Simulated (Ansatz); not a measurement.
# Localised basis functions on C(111) slab, H on the bottom face (272 atoms)

Aim: test how closely localised support functions follow the reference on C(111) slab, H on the bottom face (272 atoms), and at what cost. A setting counts as converged where the r.m.s. difference of forces stays under 1 % of the r.m.s. force.

Calculated with Ansatz 0.2.0; Kohn-Sham DFT, PBE+D3(BJ), PAW (set soft_2), plane waves.

### Step 1. The starting structure

The cell holds 272 atoms: 256 C and 16 H. Its edges and angles: a = 10.089 Å, b = 10.089 Å, c = 28.021 Å, α = 90.0°, β = 90.0°, γ = 120.0°. It derives from C (diamond-structure). Diamond-structure C (a = 3.567 Å), (111) slab of 16 atomic planes, 4 x 4 surface cells, H on the broken bonds of the bottom face, 12 Å of vacuum; displaced by a Gaussian of 0.02 Å. Regions: slab, 256 atoms (256 C); hydrogen, 16 atoms (16 H). Vacuum lies along c.

Limits known from the start: Beside vacuum, support functions can miss their usual error bounds without a warning. The main run has no spin polarisation, so any moments at edges, vacancies or dangling bonds can't form in it.

### Step 2. Plane-wave single point

The first run fixes the reference, at a cutoff of 420 eV.

The input, input.yaml:

```yaml
crystal:
  lattice:
    - [10.089, 0.0, 0.0]
    - [-5.0445, 8.73733, 0.0]
    - [0.0, 0.0, 28.02071]
  atoms:
    - { symbol: C, position: [0.33323, 0.92012, 0.27175] }
    - { symbol: C, position: [0.25078, 0.00094, 0.25322] }
    - { symbol: C, position: [0.16558, 0.8344, 0.34539] }
    - { symbol: C, position: [0.3339, 0.91574, 0.32593] }
    - { symbol: C, position: [0.25346, 0.9988, 0.41867] }
    - { symbol: C, position: [0.16896, 0.83492, 0.40124] }
    - { symbol: C, position: [0.32711, 0.91254, 0.49215] }
    - { symbol: C, position: [0.24859, 0.99899, 0.4738] }
    - { symbol: C, position: [0.16537, 0.83028, 0.56479] }
    - { symbol: C, position: [0.33122, 0.91434, 0.54669] }
    - { symbol: C, position: [0.25077, 0.00566, 0.64012] }
    - { symbol: C, position: [0.16656, 0.83365, 0.62028] }
    - { symbol: C, position: [0.33184, 0.91501, 0.71245] }
    - { symbol: C, position: [0.24836, 0.00427, 0.6935] }
    - { symbol: C, position: [0.1655, 0.83324, 0.78718] }
    - { symbol: C, position: [0.33387, 0.91679, 0.76703] }
    - { symbol: C, position: [0.3371, 0.6694, 0.27087] }
    - { symbol: C, position: [0.25254, 0.75157, 0.25357] }
    - { symbol: C, position: [0.166, 0.57923, 0.34307] }
    - { symbol: C, position: [0.33411, 0.66657, 0.32755] }
    - { symbol: C, position: [0.24942, 0.7488, 0.41849] }
    - { symbol: C, position: [0.16471, 0.58321, 0.39979] }
    - { symbol: C, position: [0.33185, 0.6637, 0.49234] }
    - { symbol: C, position: [0.25004, 0.7496, 0.47262] }
    - { symbol: C, position: [0.16873, 0.57942, 0.56338] }
    - { symbol: C, position: [0.33218, 0.66735, 0.54657] }
    - { symbol: C, position: [0.25099, 0.7515, 0.63868] }
    - { symbol: C, position: [0.16697, 0.58096, 0.62098] }
    - { symbol: C, position: [0.3348, 0.66763, 0.7128] }
    - { symbol: C, position: [0.25213, 0.74844, 0.69353] }
    - { symbol: C, position: [0.16466, 0.58274, 0.78593] }
    - { symbol: C, position: [0.33767, 0.6698, 0.7669] }
    [... 234 atom lines left out ...]
    - { symbol: H, position: [0.49769, 0.24846, 0.21419] }
    - { symbol: H, position: [0.75053, 0.49885, 0.21441] }
    - { symbol: H, position: [0.99928, 0.74582, 0.21338] }
    - { symbol: H, position: [0.75044, 0.25519, 0.21558] }
    - { symbol: H, position: [0.997, 0.49694, 0.21346] }
    - { symbol: H, position: [0.99947, 0.2506, 0.2141] }
kpoints:
  mp_grid: { grid: [2, 2, 1] }
hamiltonian:
  xc: pbe
  dispersion: d3bj
scf:
  occupations: { method: gaussian, width: 0.025 }
output:
  forces: true
  populations: true
  dos:
    method: { smearing: { sigma: 0.08 } }
    de: 0.1
    projected:
      site_lists:
        C: [C]
        H: [H]
        hydrogen: [256, 257, 258, 259, 260, 261, 262, 263, 264, 265, 266, 267, 268, 269, 270, 271]
  eigenvalues: true
  write_density: true
  write_potential: true
  volumetric_format: npy
```

Launch:

```sh
ansatz run input.yaml --threads 8 --pin off --max-ram 15872MiB --backend cpu --events-out ev --progress --plain --runs-dir out
```

Numbers of over 12 decimals in the logs are rounded to 6 here.

Output:

```text
Engine: ansatz 0.2.0, aarch64-unknown-linux-gnu
Pseudopotentials: kind: paw
Pseudopotential: C, paw, valence charge 4, recommended cutoff 420 eV (normal), C.paw.azcp
Pseudopotential: H, paw, valence charge 1, recommended cutoff 420 eV (normal), H.paw.azcp
[... 5 lines on functional and potentials left out ...]
Crystal: 272 atoms, lattice volume = 2470.051 Å³
Basis set: ecut = 420 eV, 48297 PW (Γ), exchange–correlation on 144×144×384 points (8 copies of the dense FFT grid, shifted against one another)
Bands: 792, of which v1, the nominal top of the filled ones, is band 520 counted from 1 (519 counted from 0)
Symmetry: 1 space group operations
Space group: P1 (ITA 1), of the structure as read, at distance tolerance 1.4e-4 Å
k-points: 4
[... 5 lines on functional and potentials left out ...]
Initial density: superposition of atomic densities (neutral atoms: chi_scale 0, normalization atom), corrected by the library's trained network
Initial wavefunctions: pseudopotential atomic-orbital guess
Functional: x = pbe(κ = 0.804, μ = 0.219515), c = pbe(β = 0.066725)
SCF iter   1: F=—  HF=-64467.588903 eV  |F-HF|=—  |Δ(HF+E_count)|=         —  Δρ=2.04e-2  dr2=1.29e2  ethr=1.77e-3  ⟨swp⟩=9.2  Hψ=17063  notcnv=0  defer=931
preconditioner: auto → LDOS  [metal: Δε(μ)=0.007 eV  Ē_g=16.431 eV  σ=0.025 eV  W_gap=0.16  n_scr=560 (ndim 8)  ℏωp=24.1 eV  f_vac=0.348  D(μ)=91.67/eV (n_scr^D=700)  β→1.0]
SCF iter   2: F=—  HF=-64466.124185 eV  |F-HF|=—  |Δ(HF+E_count)|=    1.46e0  Δρ=1.18e-2  dr2=2.27e1  ethr=1.77e-3  ⟨swp⟩=2.0  Hψ=3665  notcnv=0  defer=1047
SCF iter   3: F=—  HF=-64466.197441 eV  |F-HF|=—  |Δ(HF+E_count)|=   7.33e-2  Δρ=9.10e-3  dr2=9.97e0  ethr=1.77e-3  ⟨swp⟩=2.0  Hψ=3408  notcnv=0  defer=1047
SCF iter   4: F=—  HF=-64465.273787 eV  |F-HF|=—  |Δ(HF+E_count)|=   9.24e-1  Δρ=6.42e-3  dr2=3.78e0  ethr=9.58e-4  ⟨swp⟩=2.2  Hψ=3936  notcnv=0  defer=1047
SCF iter   5: F=—  HF=-64465.155557 eV  |F-HF|=—  |Δ(HF+E_count)|=   1.18e-1  Δρ=5.20e-3  dr2=2.94e0  ethr=3.63e-4  ⟨swp⟩=2.2  Hψ=4741  notcnv=0  defer=1051
SCF iter   6: F=—  HF=-64465.140373 eV  |F-HF|=—  |Δ(HF+E_count)|=   1.52e-2  Δρ=5.70e-3  dr2=1.08e1  ethr=2.83e-4  ⟨swp⟩=2.8  Hψ=3343  notcnv=0  defer=1052  recentre
SCF iter   7: F=—  HF=-64464.933118 eV  |F-HF|=—  |Δ(HF+E_count)|=   2.07e-1  Δρ=4.08e-3  dr2=1.70e0  ethr=2.83e-4  ⟨swp⟩=2.0  Hψ=3651  notcnv=0  defer=1050
SCF iter   8: F=—  HF=-64464.834569 eV  |F-HF|=—  |Δ(HF+E_count)|=   9.85e-2  Δρ=2.46e-3  dr2=8.70e-1  ethr=1.64e-4  ⟨swp⟩=3.2  Hψ=3876  notcnv=0  defer=1047
SCF iter   9: F=—  HF=-64464.793640 eV  |F-HF|=—  |Δ(HF+E_count)|=   4.09e-2  Δρ=3.10e-3  dr2=7.72e-1  ethr=8.36e-5  ⟨swp⟩=4.2  Hψ=4473  notcnv=0  defer=1045
SCF iter  10: F=—  HF=-64464.794234 eV  |F-HF|=—  |Δ(HF+E_count)|=   5.94e-4  Δρ=1.36e-3  dr2=3.47e-1  ethr=7.43e-5  ⟨swp⟩=3.2  Hψ=2147  notcnv=0  defer=1045
[...]
SCF iter  25: F=—  HF=-64464.734337 eV  |F-HF|=—  |Δ(HF+E_count)|=   1.46e-6  Δρ=1.66e-5  dr2=1.35e-5  ethr=2.37e-9  ⟨swp⟩=2.0  Hψ=2797  notcnv=0  defer=1043
SCF iter  26: F=—  HF=-64464.734338 eV  |F-HF|=—  |Δ(HF+E_count)|=   9.29e-7  Δρ=1.09e-5  dr2=5.67e-6  ethr=1.29e-9  ⟨swp⟩=2.5  Hψ=3732  notcnv=0  defer=1043
SCF iter  27: F=—  HF=-64464.734339 eV  |F-HF|=—  |Δ(HF+E_count)|=   7.65e-7  Δρ=8.78e-6  dr2=3.54e-6  ethr=5.45e-10  ⟨swp⟩=2.0  Hψ=2937  notcnv=0  defer=1043
SCF iter  28: F=—  HF=-64464.734340 eV  |F-HF|=—  |Δ(HF+E_count)|=   8.45e-7  Δρ=6.88e-6  dr2=2.04e-6  ethr=3.40e-10  ⟨swp⟩=2.2  Hψ=2978  notcnv=0  defer=1043
SCF iter  29: F=—  HF=-64464.734340 eV  |F-HF|=—  |Δ(HF+E_count)|=   3.49e-7  Δρ=5.25e-6  dr2=1.07e-6  ethr=1.96e-10  ⟨swp⟩=2.8  Hψ=3703  notcnv=0  defer=1043
SCF iter  30: F=—  HF=-64464.734340 eV  |F-HF|=—  |Δ(HF+E_count)|=   4.20e-7  Δρ=3.86e-6  dr2=6.02e-7  ethr=1.03e-10  ⟨swp⟩=2.0  Hψ=2173  notcnv=0  defer=1043
SCF iter  31: F=—  HF=-64464.734340 eV  |F-HF|=—  |Δ(HF+E_count)|=   8.37e-9  Δρ=3.27e-6  dr2=4.29e-7  ethr=5.79e-11  ⟨swp⟩=1.0  Hψ=2125  notcnv=0  defer=1043
SCF iter  32: F=—  HF=-64464.734341 eV  |F-HF|=—  |Δ(HF+E_count)|=   2.95e-7  Δρ=2.46e-6  dr2=3.08e-7  ethr=4.12e-11  ⟨swp⟩=2.0  Hψ=3192  notcnv=0  defer=1043
SCF iter  33: F=—  HF=-64464.734341 eV  |F-HF|=—  |Δ(HF+E_count)|=   6.00e-8  Δρ=1.64e-6  dr2=1.51e-7  ethr=2.96e-11  ⟨swp⟩=2.0  Hψ=3223  notcnv=0  defer=1043
SCF iter  34: F=-64464.734341 eV  HF=-64464.734341 eV  |F-HF|=5.48e-8  |Δ(HF+E_count)|=   1.12e-8  Δρ=1.24e-6  dr2=8.96e-8  ethr=9.62e-12  ⟨swp⟩=31.8  Hψ=39447  notcnv=0
SCF 1 converged in 34 iterations: F = -64464.734341 eV  dr2 = 8.96e-8
  greatest PAW one-centre occupation: 0.663 electrons in one spin orbital (limit 2), on the C atom at site 142 (counted from 0), in its partial waves of l = 0
WARN: The output density's exchange-correlation potential varies sharply where the density is thin. Do not read a vacuum level from v_tot or v_xc, or from such a field of the output density. On a cell that repeats whose density bears no net charge and no dipole along the vacuum's axis use v_es (v_loc + v_h of the components); [...]
SCF converged after 34 iterations
Free energy (F): -64464.734341 eV
Harris-Foulkes:  -64464.734341 eV  (|F-HF|=5.48e-8)
Internal energy: -64464.690266 eV  (E = F + TS)
E sigma→0 (E₀):  -64464.712304 eV
Entropy (-TS):   -0.044074 eV (-0.162 meV/atom)
Fermi energy:    6.704592 eV
--- Per-component energies (eV) ---
  E_band       = -3018.258056
  E_kinetic    = 23747.962159
  E_local      = -862989.180678  (includes V_loc(G=0)·N_el)
  E_nonlocal   = 6864.912071
  E_hartree    = 423341.471436
  E_xc         = -12579.482344
  E_vxc        = -15618.370687  (∫ρ·V_xc dr)
  E_paw        = -25401.804591  (= ΣΔE_a)
  E_vpaw       = -1706.411722  (= ΣTr[D̂ρ^β])
  E_aug_tail   = -0.019777  (compensation charges beyond the density's cutoff)
  E_ewald      = 382596.883879
  E_disp       = -45.432421  (pairwise vdW)
  E_smearing   = -0.044074  (= −TS)
  E_closure    = 0.000000  (closes the sum)
  Σ components = -64464.734341   (vs F -64464.734341, Δ=0.00e0)
--- Forces (eV/Å), atoms counted from 1 ---
  atom   1  C      1.36841444    -0.73195911    -1.23801925
  atom   2  C     -0.44039297    -0.42910808     1.39480742
  atom   3  C      1.18953422    -0.27503105     0.18261598
  atom   4  C     -1.45996531     1.24684197     0.99502838
  atom   5  C     -1.41208687     0.49613687     0.30370129
  atom   6  C     -0.50867747    -0.70223284    -1.27846190
  atom   7  C      1.67016249     1.08608976    -0.36785316
  atom   8  C      0.28383885    -0.03157404    -0.23915135
  atom   9  C     -0.11736605     0.64209148     0.79379723
  atom  10  C      0.07069200     0.07400958     0.02655587
  atom  11  C     -0.15493575    -1.93469425    -1.98311774
  atom  12  C      0.26879411    -0.02002025     0.35967413
  atom  13  C      0.07410967     0.65414895    -1.47208404
  atom  14  C      1.23893110    -1.72349657     1.23273014
[...]
atom 271  H      0.16199997     0.09692945     0.22280750
  atom 272  H      0.07335536     0.06970189    -0.77121617
  max |Σ_I F_I| component: 4.28e-4 eV/Å
--- Band table (eV) ---
  k-point 0: bands = ["-15.6811", "-15.2614", "-14.7664", "-14.2292", [... 776 levels ...], "16.1620", "16.1761", "16.1834", "16.2006", "16.2157", "16.2349", "16.2436", "16.2475", "16.2658", "16.2776", "16.3009", "16.3086"]
[...]
--- Löwdin populations: 272 sites ---
  site symbol       q [e]
     0      C      3.9636
     1      C      4.1348
     2      C      3.9871
[...]
271      H      0.8305
  spilling = 0.004399 (of n_electrons = 1040.000000)
```

Elapsed: 17 min, on 8 threads of Arm Neoverse N1, shared host; peak memory 12 GiB; 2.1 h of CPU time.

Reading the cycles: dr2 is the Hartree energy of the density residual (eV), the measure of convergence; HF is the Harris–Foulkes estimate of the energy, which meets the free energy F at convergence.

The program notes that it cut back its work space to fit the memory limit and the exchange-correlation potential is rough where the density is thin.

Numbers from this run:

```yaml
free_energy: -64464.7343 eV
free_energy_per_atom: -237.0027 eV/atom
scf_cycles: 34
r_m_s_force_component: 1.298 eV/Å
longest_force: 5.898 eV/Å
fermi_energy: 6.705 eV
levels_partly_filled_by_over_2_per_cent: 23
spilling_of_the_projection: 0.004399
```

The r.m.s. force component of 1.3 eV/Å sets the scale for the differences below.

### Step 3. Support functions medium

With localised support functions most steps grow linearly with size, though the diagonalisation grows faster unless the density matrix is cut; this run measures error and cost at this size.

This step: Kohn-Sham DFT, PBE+D3(BJ), PAW (set soft_2), localised support functions (medium) (Ansatz 0.2.0).

input.yaml, the sections that differ from step 2:

```yaml
scf:
  occupations: { method: gaussian, width: 0.025 }
  eigensolver: { kind: { support_functions: { accuracy: medium } } }
  mixing: { beta: 0.2 }
  max_iter: 150
output:
  forces: true
  eigenvalues: true
# crystal, kpoints, hamiltonian: as in step 2
```

Output:

```text
Warning: scf.eigensolver.kind.support_functions: disabling space-group detection — the functions' gradient is summed over unrotated k-points, so no spatial operation reduces the k-mesh or symmetrises the density; time reversal is kept, so that k and −k are solved as one point where they differ and the mesh holds both, and exact exchange and, on two spinor components, a DFT+U term hold to it where the run has them: [...]
settings of this run that can trade accuracy for cost: scf.eigensolver.kind.support_functions [...]
[...]
Crystal: 272 atoms, lattice volume = 2470.051 Å³
Basis set: ecut = 420 eV, 48297 PW (Γ), exchange–correlation on 144×144×384 points (8 copies of the dense FFT grid, shifted against one another)
Bands: 624, of which v1, the nominal top of the filled ones, is band 520 counted from 1 (519 counted from 0)
Symmetry: 1 space group operations
k-points: 4
[...]
SCF iter   1: F=—  HF=-64483.183576 eV  |F-HF|=—  |Δ(HF+E_count)|=         —  Δρ=9.56e-2  dr2=1.80e2  ethr=1.00e-1
[...]
SCF iter  32: F=—  HF=-64465.765208 eV  |F-HF|=—  |Δ(HF+E_count)|=   3.21e-6  Δρ=1.45e-5  dr2=6.36e-6  ethr=1.70e-9  κ⁻¹=4.9e-5(r=7)
SCF iter  33: F=-64465.765209 eV  HF=-64465.765209 eV  |F-HF|=6.29e-8  |Δ(HF+E_count)|=   9.75e-7  Δρ=1.21e-5  dr2=4.90e-6  ethr=6.11e-10
SCF 1 converged in 33 iterations: F = -64465.787314 eV  dr2 = 4.90e-6
[...]
SCF converged after 33 iterations
Stability not checked: this state was not tested for a lower state beside it, because the mixer in use, unlike msr1, does not test its closes by its own steps (another_mixer; see scf.mixing.algorithm and scf.lower_state_search)
Free energy (F): -64465.787314 eV
[...]
Internal energy: -64465.743237 eV  (E = F + TS)
E sigma→0 (E₀):  -64465.765275 eV
Entropy (-TS):   -0.044077 eV (-0.162 meV/atom)
Fermi energy:    6.703994 eV
[...]
Σ components = -64465.787314   (vs F -64465.787314, Δ=0.00e0)
--- Forces (eV/Å), atoms counted from 1 ---
  atom   1  C      1.36865610    -0.73228314    -1.23558159
  atom   2  C     -0.44041317    -0.42906348     1.38595671
  atom   3  C      1.18949177    -0.27504183     0.18238736
  atom   4  C     -1.45997005     1.24743702     0.99513733
[...]
atom 272  H      0.07335479     0.06979389    -0.76329327
  max |Σ_I F_I| component: 3.17e-3 eV/Å
--- Band table (eV) ---
[...]
```

The job ended after 12 min (8 threads; peak memory 5.9 GiB; 1.6 h of CPU time).

The program notes that the band table was not solved further than the SCF left it and it switched symmetry off.

Keys that differ from the reference: support_functions.accuracy = "medium", scf.max_iter = 150 and scf.mixing.beta = 0.2.

Forces differ from the reference by 1.7 meV/Å r.m.s., 0.13 % of their size, well within a tolerance of 1 %; the energy by -3.9 meV/atom.

### Step 4. Support functions low

With localised support functions most steps grow linearly with size, though the diagonalisation grows faster unless the density matrix is cut; this run measures error and cost at this size.

This step: Kohn-Sham DFT, PBE+D3(BJ), PAW (set soft_2), localised support functions (low) (Ansatz 0.2.0).

input.yaml, the sections that differ from step 3:

```yaml
scf:
  occupations: { method: gaussian, width: 0.025 }
  eigensolver: { kind: { support_functions: { accuracy: low } } }
  mixing: { beta: 0.2 }
  max_iter: 150
# crystal, kpoints, hamiltonian, output: as in step 3
```

Output:

```text
[...]
Crystal: 272 atoms, lattice volume = 2470.051 Å³
Basis set: ecut = 420 eV, 48297 PW (Γ), exchange–correlation on 144×144×384 points (8 copies of the dense FFT grid, shifted against one another)
Bands: 624, of which v1, the nominal top of the filled ones, is band 520 counted from 1 (519 counted from 0)
Symmetry: 1 space group operations
k-points: 4
[...]
SCF iter   1: F=—  HF=-64483.185301 eV  |F-HF|=—  |Δ(HF+E_count)|=         —  Δρ=9.56e-2  dr2=1.80e2  ethr=1.00e-1
[...]
SCF iter  28: F=—  HF=-64465.762752 eV  |F-HF|=—  |Δ(HF+E_count)|=   6.10e-4  Δρ=5.42e-5  dr2=1.25e-4  ethr=1.73e-8  κ⁻¹=1.2e-4(r=7)
SCF iter  29: F=-64465.763302 eV  HF=-64465.763318 eV  |F-HF|=1.59e-5  |Δ(HF+E_count)|=   5.66e-4  Δρ=3.52e-5  dr2=4.50e-5  ethr=1.21e-8
SCF 1 converged in 29 iterations: F = -64465.787245 eV  dr2 = 4.50e-5
[...]
SCF converged after 29 iterations
[...]
Free energy (F): -64465.787245 eV
[...]
Internal energy: -64465.743123 eV  (E = F + TS)
E sigma→0 (E₀):  -64465.765184 eV
Entropy (-TS):   -0.044122 eV (-0.162 meV/atom)
Fermi energy:    6.704311 eV
[...]
Σ components = -64465.787245   (vs F -64465.787245, Δ=0.00e0)
--- Forces (eV/Å), atoms counted from 1 ---
  atom   1  C      1.36857363    -0.73227571    -1.23550755
  atom   2  C     -0.44043922    -0.42910509     1.38590788
  atom   3  C      1.18948008    -0.27502581     0.18242331
  atom   4  C     -1.45998255     1.24741634     0.99522864
[...]
atom 272  H      0.07333951     0.06980634    -0.76310486
  max |Σ_I F_I| component: 3.90e-3 eV/Å
--- Band table (eV) ---
[...]
```

Elapsed: 11 min, on 8 threads; peak memory 5.8 GiB; 88 min of CPU time.

Keys that differ from the reference: support_functions.accuracy = "low", scf.max_iter = 150 and scf.mixing.beta = 0.2.

Forces differ from the reference by 1.8 meV/Å r.m.s., 0.14 % of their size, well within a tolerance of 1 %; the energy by -3.9 meV/atom.

### Step 5. Support functions high

The cell is solved in localised support functions.

This step: Kohn-Sham DFT, PBE+D3(BJ), PAW (set soft_2), localised support functions (high) (Ansatz 0.2.0).

input.yaml, the sections that differ from step 4:

```yaml
scf:
  occupations: { method: gaussian, width: 0.025 }
  eigensolver: { kind: { support_functions: { accuracy: high } } }
  mixing: { beta: 0.2 }
  max_iter: 150
# crystal, kpoints, hamiltonian, output: as in step 4
```

Output:

```text
[...]
Crystal: 272 atoms, lattice volume = 2470.051 Å³
Basis set: ecut = 420 eV, 48297 PW (Γ), exchange–correlation on 150×150×432 points (8 copies of the dense FFT grid, shifted against one another)
Bands: 624, of which v1, the nominal top of the filled ones, is band 520 counted from 1 (519 counted from 0)
Symmetry: 1 space group operations
k-points: 4
[...]
SCF iter   1: F=—  HF=-64500.095592 eV  |F-HF|=—  |Δ(HF+E_count)|=         —  Δρ=9.77e-2  dr2=1.89e2  ethr=1.00e-1
[...]
SCF iter  45: F=—  HF=-64465.784175 eV  |F-HF|=—  |Δ(HF+E_count)|=   1.07e-4  Δρ=5.61e-7  dr2=1.07e-8  ethr=1.29e-12  κ⁻¹=2.9e-5(r=7)
SCF iter  46: F=-64465.784213 eV  HF=-64465.784213 eV  |F-HF|=7.68e-9  |Δ(HF+E_count)|=   3.76e-5  Δρ=4.57e-7  dr2=8.14e-9  ethr=1.02e-12
SCF 1 converged in 46 iterations: F = -64465.786691 eV  dr2 = 8.14e-9
[...]
SCF converged after 46 iterations
[...]
Free energy (F): -64465.786691 eV
[...]
Internal energy: -64465.742572 eV  (E = F + TS)
E sigma→0 (E₀):  -64465.764631 eV
Entropy (-TS):   -0.044119 eV (-0.162 meV/atom)
Fermi energy:    6.703571 eV
[...]
Σ components = -64465.786691   (vs F -64465.786691, Δ=0.00e0)
--- Forces (eV/Å), atoms counted from 1 ---
  atom   1  C      1.36847738    -0.73220998    -1.23556357
  atom   2  C     -0.44038468    -0.42919684     1.38604876
  atom   3  C      1.18956358    -0.27517922     0.18258047
  atom   4  C     -1.45977178     1.24729281     0.99511370
[...]
atom 272  H      0.07343011     0.06976344    -0.76337944
  max |Σ_I F_I| component: 2.75e-3 eV/Å
--- Band table (eV) ---
[...]
```

Run time: 35 min. Hardware: 8 threads; peak memory 9.5 GiB.

Keys that differ from the reference: support_functions.accuracy = "high", scf.max_iter = 150 and scf.mixing.beta = 0.2.

Forces differ from the reference by 1.7 meV/Å r.m.s., 0.13 % of their size, well within a tolerance of 1 %; the energy by -3.9 meV/atom. It took 35 min and 46 cycles; the reference's time can't be set against it, since the two runs asked for unlike analyses.

(Part 1 of 2 ends here.)

[Logs are printed without paths, hosts, clocks, repeated set-up lines and the standing remarks that a program may print on its own settings, such as how far it seeks lower states.]

[Hosts, paths, dates, database ids (printed as entryN), source tags and the programs' standing remarks are cut or masked in the printed files.]
